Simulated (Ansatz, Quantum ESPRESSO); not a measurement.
# CeH2 (Fm-3m): zone-centre phonons, part 2 of 3

Which modes does CeH2 (Fm-3m) have at the zone centre?

Quantum ESPRESSO 7.5; DFT PBEsol, scalar-relativistic, plane waves, PseudoDojo norm-conserving, 4f in core pseudopotentials.

So far. Step 2 (A probe with smearing): No gap opens on this mesh, so smearing is kept; the start stands at -0.75 GPa. Step 4 (Self-consistent run for the response): The cell stands at -0.008 GPa, close enough for phonons. The relaxed cell has a = 5.571 Å (conventional setting).

## (5) Linear response at Γ

At q = 0 one unit cell holds all displacements; symmetry groups them into irreducible representations that are solved one by one. With smeared occupations no response to a homogeneous field can be asked.

The input, ph.in:

```
phonons
&inputph
   prefix = 'x'
   outdir = './tmp'
   fildyn = 'g.dyn'
   tr2_ph = 1.0d-18
   alpha_mix(1) = 0.4
   nmix_ph = 8
/
0.000000000 0.000000000 0.000000000
```

The run is started by

```
$ OMP_NUM_THREADS=1 mpirun -n 4 ph.x -nk 4 -in ph.in > ph.out
```

Output:

```text
[banners, grids, parts of the stress and lines that vanish by symmetry left out]
[banner, memory and clock lines left out]
Program PHONON v.7.5

     ./tmp/x.save/

     IMPORTANT: XC functional enforced from input :
     Exchange-correlation= PBESOL
                           (   1   4  10   8   0   0   0)
     Any further DFT definition will be discarded
     Please, verify this is what you really want

     G-vector sticks info

     Reading collected, re-writing distributed wavefunctions in ./tmp/

     Number and degeneracy of irreps per q-point
       N         xq(1)         xq(2)         xq(3)   N irreps
       1   0.000000000   0.000000000   0.000000000       3
        3   3   3

     Calculation of q =    0.0000000   0.0000000   0.0000000

     phonons

     bravais-lattice index     =            2
     lattice parameter (alat)  =      10.5275  a.u.
     unit-cell volume          =     291.6871 (a.u.)^3
     number of atoms/cell      =            3
     number of atomic types    =            2
     kinetic-energy cut-off    =      64.0000  Ry
     charge density cut-off    =     256.0000  Ry
     convergence threshold     =      1.0E-18
     beta                      =       0.4000
     number of iterations used =            8
     Exchange-correlation= PBESOL
                           (   1   4  10   8   0   0   0)

     celldm(1)=   10.52751  celldm(2)=    0.00000  celldm(3)=    0.00000
     celldm(4)=    0.00000  celldm(5)=    0.00000  celldm(6)=    0.00000

     crystal axes: (cart. coord. in units of alat)
               a(1) = ( -0.5000  0.0000  0.5000 )
               a(2) = (  0.0000  0.5000  0.5000 )
               a(3) = ( -0.5000  0.5000  0.0000 )

     reciprocal axes: (cart. coord. in units 2 pi/alat)
               b(1) = ( -1.0000 -1.0000  1.0000 )
               b(2) = (  1.0000  1.0000  1.0000 )
               b(3) = ( -1.0000  1.0000 -1.0000 )

     Atoms inside the unit cell:

     Cartesian axes

     site n.  atom      mass           positions (alat units)
        1  Ce    140.1160   tau(    1) = (    0.00000    0.00000    0.00000  )
        2  H       1.0080   tau(    2) = (   -0.75000    0.75000    0.75000  )
        3  H       1.0080   tau(    3) = (   -0.25000    0.25000    0.25000  )

     Computing dynamical matrix for
                    q = (   0.0000000   0.0000000   0.0000000 )

     49 Sym.Ops. (with q -> -q+G )

     G cutoff =  718.6736  (  20107 G-vectors)     FFT grid: ( 40, 40, 40)

     number of k points=    72  Marzari-Vanderbilt smearing, width (Ry)=  0.0200
                       cart. coord. in units 2pi/alat
        k(    1) = (   0.0000000   0.0000000   0.0000000), wk =   0.0011574
        k(    2) = (  -0.0833333   0.0833333  -0.0833333), wk =   0.0092593
        k(    3) = (  -0.1666667   0.1666667  -0.1666667), wk =   0.0092593
        [... further k-points left out ...]

     PseudoPot. # 1 for Ce read from file:
     ./pseudo/Ce.upf
     Pseudo is Norm-conserving + core correction, Zval = 11.0
     Using radial grid of 1804 points,  7 beta functions with:
                l(1) =   0
                l(2) =   0
                l(3) =   1
                l(4) =   1
                l(5) =   2
                l(6) =   2
                l(7) =   3

     PseudoPot. # 2 for H  read from file:
     ./pseudo/H.upf
     Pseudo is Norm-conserving, Zval =  1.0
     Using radial grid of 1180 points,  3 beta functions with:
                l(1) =   0
                l(2) =   0
                l(3) =   1

     Mode symmetry, O_h (m-3m)  point group:

     Atomic displacements:
     There are    3 irreducible representations

     Representation     1      3 modes -  To be done

     Representation     2      3 modes -  To be done

     Representation     3      3 modes -  To be done

     Alpha used in Ewald sum =   2.6000

     Representation #   1 modes #   1   2   3

     Self-consistent Calculation
      thresh= 1.000E-02 alpha_mix =  0.400 |ddv_scf|^2 =  1.169E-08
      thresh= 1.081E-05 alpha_mix =  0.400 |ddv_scf|^2 =  1.807E-09
      thresh= 4.251E-06 alpha_mix =  0.400 |ddv_scf|^2 =  8.922E-12
      thresh= 2.987E-07 alpha_mix =  0.400 |ddv_scf|^2 =  1.189E-13
      thresh= 3.449E-08 alpha_mix =  0.400 |ddv_scf|^2 =  2.273E-14
      thresh= 1.508E-08 alpha_mix =  0.400 |ddv_scf|^2 =  3.197E-17
      thresh= 5.654E-10 alpha_mix =  0.400 |ddv_scf|^2 =  3.496E-18
      thresh= 1.870E-10 alpha_mix =  0.400 |ddv_scf|^2 =  6.694E-21

     End of self-consistent calculation

     Convergence has been achieved

     Representation #   2 modes #   4   5   6

     Self-consistent Calculation
      thresh= 1.000E-02 alpha_mix =  0.400 |ddv_scf|^2 =  3.352E-09
      thresh= 5.790E-06 alpha_mix =  0.400 |ddv_scf|^2 =  7.465E-10
      thresh= 2.732E-06 alpha_mix =  0.400 |ddv_scf|^2 =  1.409E-11
      thresh= 3.753E-07 alpha_mix =  0.400 |ddv_scf|^2 =  6.525E-13
      thresh= 8.078E-08 alpha_mix =  0.400 |ddv_scf|^2 =  3.507E-13
      thresh= 5.922E-08 alpha_mix =  0.400 |ddv_scf|^2 =  1.755E-15
[...]
End of self-consistent calculation

     Convergence has been achieved

     Representation #   3 modes #   7   8   9

     Self-consistent Calculation
[...]
thresh= 1.811E-05 alpha_mix =  0.400 |ddv_scf|^2 =  9.804E-10
      thresh= 3.131E-06 alpha_mix =  0.400 |ddv_scf|^2 =  3.089E-12
      thresh= 1.758E-07 alpha_mix =  0.400 |ddv_scf|^2 =  6.767E-13
      thresh= 8.226E-08 alpha_mix =  0.400 |ddv_scf|^2 =  1.613E-15
      thresh= 4.016E-09 alpha_mix =  0.400 |ddv_scf|^2 =  3.722E-17
      thresh= 6.101E-10 alpha_mix =  0.400 |ddv_scf|^2 =  1.406E-18
      thresh= 1.186E-10 alpha_mix =  0.400 |ddv_scf|^2 =  3.564E-21

     End of self-consistent calculation

     Convergence has been achieved

     Number of q in the star =    1
     List of q in the star:
          1   0.000000000   0.000000000   0.000000000

     Diagonalizing the dynamical matrix

     q = (    0.000000000   0.000000000   0.000000000 )

 **************************************************************************
     freq (    1) =      -0.152089 [THz] =      -5.073140 [cm-1]
     freq (    2) =      -0.152089 [THz] =      -5.073140 [cm-1]
     freq (    3) =      -0.152089 [THz] =      -5.073140 [cm-1]
     freq (    4) =      24.979118 [THz] =     833.213699 [cm-1]
     freq (    5) =      24.979118 [THz] =     833.213699 [cm-1]
     freq (    6) =      24.979118 [THz] =     833.213699 [cm-1]
     freq (    7) =      30.287957 [THz] =    1010.297507 [cm-1]
     freq (    8) =      30.287957 [THz] =    1010.297507 [cm-1]
     freq (    9) =      30.287957 [THz] =    1010.297507 [cm-1]
 **************************************************************************

     Mode symmetry, O_h (m-3m)  point group:

     freq (   1-   3) =         -5.1  [cm-1]   --> T_1u G_15  G_4- I
     freq (   4-   6) =        833.2  [cm-1]   --> T_1u G_15  G_4- I
     freq (   7-   9) =       1010.3  [cm-1]   --> T_2g G_25' G_5+ R
```

The job ended after 2 min (4 MPI ranks of Arm Neoverse V2, shared host; 7.8 min of CPU time).

Numbers from this step:

```yaml
largest_acoustic_frequency_at_the_zone_centre_before_the_sum_rule: -5.07 cm⁻¹
highest_optical_zone_centre_mode_no_lo_to_term: 1010 cm⁻¹
lowest_optical_zone_centre_mode: 833.2 cm⁻¹
```

Optical modes; normalised displacements of the dynamical-matrix file. The modes at Γ (shares of kinetic energy by element, %):

```
mode  frequency (cm⁻¹)  symmetry  Ce %  H %
   1             833.2       T1u     1   99
   2             833.2       T1u     1   99
   3             833.2       T1u     1   99
   4            1010.3       T2g     0  100
   5            1010.3       T2g     0  100
   6            1010.3       T2g     0  100
```

Displacements in mode 2 (833.2 cm⁻¹), the largest set to 1:
```
Ce1  0.01  0.00 -0.01
H2  -0.71 -0.18  1.00
H3  -0.71 -0.18  1.00
```

Displacements in mode 4 (1010.3 cm⁻¹), the largest set to 1:
```
Ce1  0.00  0.00  0.00
H2   0.05 -0.27  1.00
H3  -0.05  0.27 -1.00
```

The acoustic modes at Γ come out as far as 5.1 cm⁻¹ from zero, where they should vanish, a small numerical error.

## (6) Zone-centre analysis

A rigid shift of the crystal must cost nothing, but grids and finite bases break this; the acoustic sum rule is imposed before the matrix is diagonalised again.

The input, dynmat.in:

```
&input
   fildyn = 'g.dyn'
   asr = 'simple'
/
```

The run is started by

```
$ dynmat.x -in dynmat.in > dynmat.out
```

Output:

```text
[banner, memory and clock lines left out]
Program DYNMAT v.7.5

     Reading Dynamical Matrix from file g.dyn
     ...Force constants read
     ...epsilon and Z* not read (not found on file)
     A direction for q was not specified:TO-LO splitting will be absent

     Polarizability (A^3 units)
     multiply by 1.000000 for Clausius-Mossotti correction
         0.000000    0.000000    0.000000
         0.000000    0.000000    0.000000
         0.000000    0.000000    0.000000

     IR activities are in (D/A)^2/amu units

# mode   [cm-1]    [THz]      IR
    1     -0.00   -0.0000    0.0000
    2     -0.00   -0.0000    0.0000
    3      0.00    0.0000    0.0000
    4    833.93   25.0007    0.0000
    5    833.93   25.0007    0.0000
    6    833.93   25.0007    0.0000
    7   1010.90   30.3060    0.0000
    8   1010.90   30.3060    0.0000
    9   1010.90   30.3060    0.0000

cm-1]
[end of the log left out, with the tail of the file of modes that dynmat.x writes under the same name]
```

Wall time 0.47 s (1 thread).

Numbers from this step:

```
highest optical zone-centre mode (no LO-TO term) : 1011 cm⁻¹
lowest optical zone-centre mode                  : 833.9 cm⁻¹
```

Zone-centre frequencies as printed; negative means imaginary. Modes:

```
mode  frequency (cm⁻¹)
   1                 0
   2                 0
   3                 0
   4             833.9
   5             833.9
   6             833.9
   7              1011
   8              1011
   9              1011
```

The rule also moves an optical mode by 0.7 cm⁻¹.

## (7) Sum rules set otherwise: a sum rule for molecules or wires on a crystal

This rule also removes rotations, which suits molecules and not a crystal; it is tried to see the harm.

The input, dynmat.in:

```
&input
   fildyn = 'g.dyn'
   asr = 'zero-dim'
/
```

The run is started by

```
$ dynmat.x -in dynmat.in > dynmat.out
```

Output:

```text
[banner, memory and clock lines left out]
Program DYNMAT v.7.5

     Reading Dynamical Matrix from file g.dyn
     ...Force constants read
     ...epsilon and Z* not read (not found on file)
     Acoustic Sum Rule: || Z*(ASR) - Z*(orig)|| =    0.000000E+00
     Acoustic Sum Rule: ||dyn(ASR) - dyn(orig)||=    1.906755E-01
     A direction for q was not specified:TO-LO splitting will be absent

     Polarizability (A^3 units)
     multiply by 1.000000 for Clausius-Mossotti correction
         0.000000    0.000000    0.000000
         0.000000    0.000000    0.000000
         0.000000    0.000000    0.000000

     IR activities are in (D/A)^2/amu units

# mode   [cm-1]    [THz]      IR
    1     -0.00   -0.0000    0.0000
    2     -0.00   -0.0000    0.0000
    3      0.00    0.0000    0.0000
    4      0.00    0.0000    0.0000
    5      0.00    0.0000    0.0000
    6    833.69   24.9934    0.0000
    7   1010.30   30.2880    0.0000
    8   1024.14   30.7030    0.0000
    9   1024.14   30.7030    0.0000

[end of the log left out, with the tail of the file of modes that dynmat.x writes under the same name]
```

The job ended after 0.47 s (1 thread).

The program raised no error, yet the settings are not those of a careful run.

The fault: a sum rule for molecules or wires on a crystal; 2 optical modes are projected out to zero frequency, as if they were rotations.

For a crystal the rule has to be 'simple' or 'crystal'.

Zone-centre frequencies as printed; negative means imaginary. Modes:

```csv
mode,frequency (cm⁻¹)
1,0
2,0
3,0
4,0
5,0
6,833.7
7,1010
8,1024
9,1024
```

## (8) Sum rules set otherwise (asr crystal)

The rule can be imposed in more than one way; the choices should agree where the raw error is small.

The input, dynmat.in:

```
&input
   fildyn = 'g.dyn'
   asr = 'crystal'
/
```

The run is started by

```
$ dynmat.x -in dynmat.in > dynmat.out
```

Output:

```text
[banner, memory and clock lines left out]
Program DYNMAT v.7.5

     Reading Dynamical Matrix from file g.dyn
     ...Force constants read
     ...epsilon and Z* not read (not found on file)
     Acoustic Sum Rule: || Z*(ASR) - Z*(orig)|| =    0.000000E+00
     Acoustic Sum Rule: ||dyn(ASR) - dyn(orig)||=    1.596819E-04
     A direction for q was not specified:TO-LO splitting will be absent

     Polarizability (A^3 units)
     multiply by 1.000000 for Clausius-Mossotti correction
         0.000000    0.000000    0.000000
         0.000000    0.000000    0.000000
         0.000000    0.000000    0.000000

     IR activities are in (D/A)^2/amu units

# mode   [cm-1]    [THz]      IR
    1     -0.00   -0.0000    0.0000
    2     -0.00   -0.0000    0.0000
    3      0.00    0.0000    0.0000
    4    833.69   24.9934    0.0000
    5    833.69   24.9934    0.0000
    6    833.69   24.9934    0.0000
    7   1010.30   30.2880    0.0000
    8   1010.30   30.2880    0.0000
    9   1010.30   30.2880    0.0000

[end of the log left out, with the tail of the file of modes that dynmat.x writes under the same name]
```

Elapsed: 0.47 s, on 1 thread.

Read from the output:

| Property | Result |
| --- | --- |
| highest optical zone-centre mode (no LO-TO term) | 1010 cm⁻¹ |
| lowest optical zone-centre mode | 833.7 cm⁻¹ |

Zone-centre frequencies as printed; negative means imaginary. Modes:

```
mode  frequency (cm⁻¹)
   1                 0
   2                 0
   3                 0
   4             833.7
   5             833.7
   6             833.7
   7              1010
   8              1010
   9              1010
```

Against the first rule no mode moves by more than 0.7 cm⁻¹.

(Part 2 of 3 ends here.)

[Host names and launcher messages were left out of these logs when they were recorded.]

[Logs are printed without paths, hosts, clocks, repeated set-up lines and the standing remarks that a program may print on its own settings, such as how far it seeks lower states.]

[Hosts, paths, dates, database ids (printed as entryN), source tags and the programs' standing remarks are cut or masked in the printed files.]
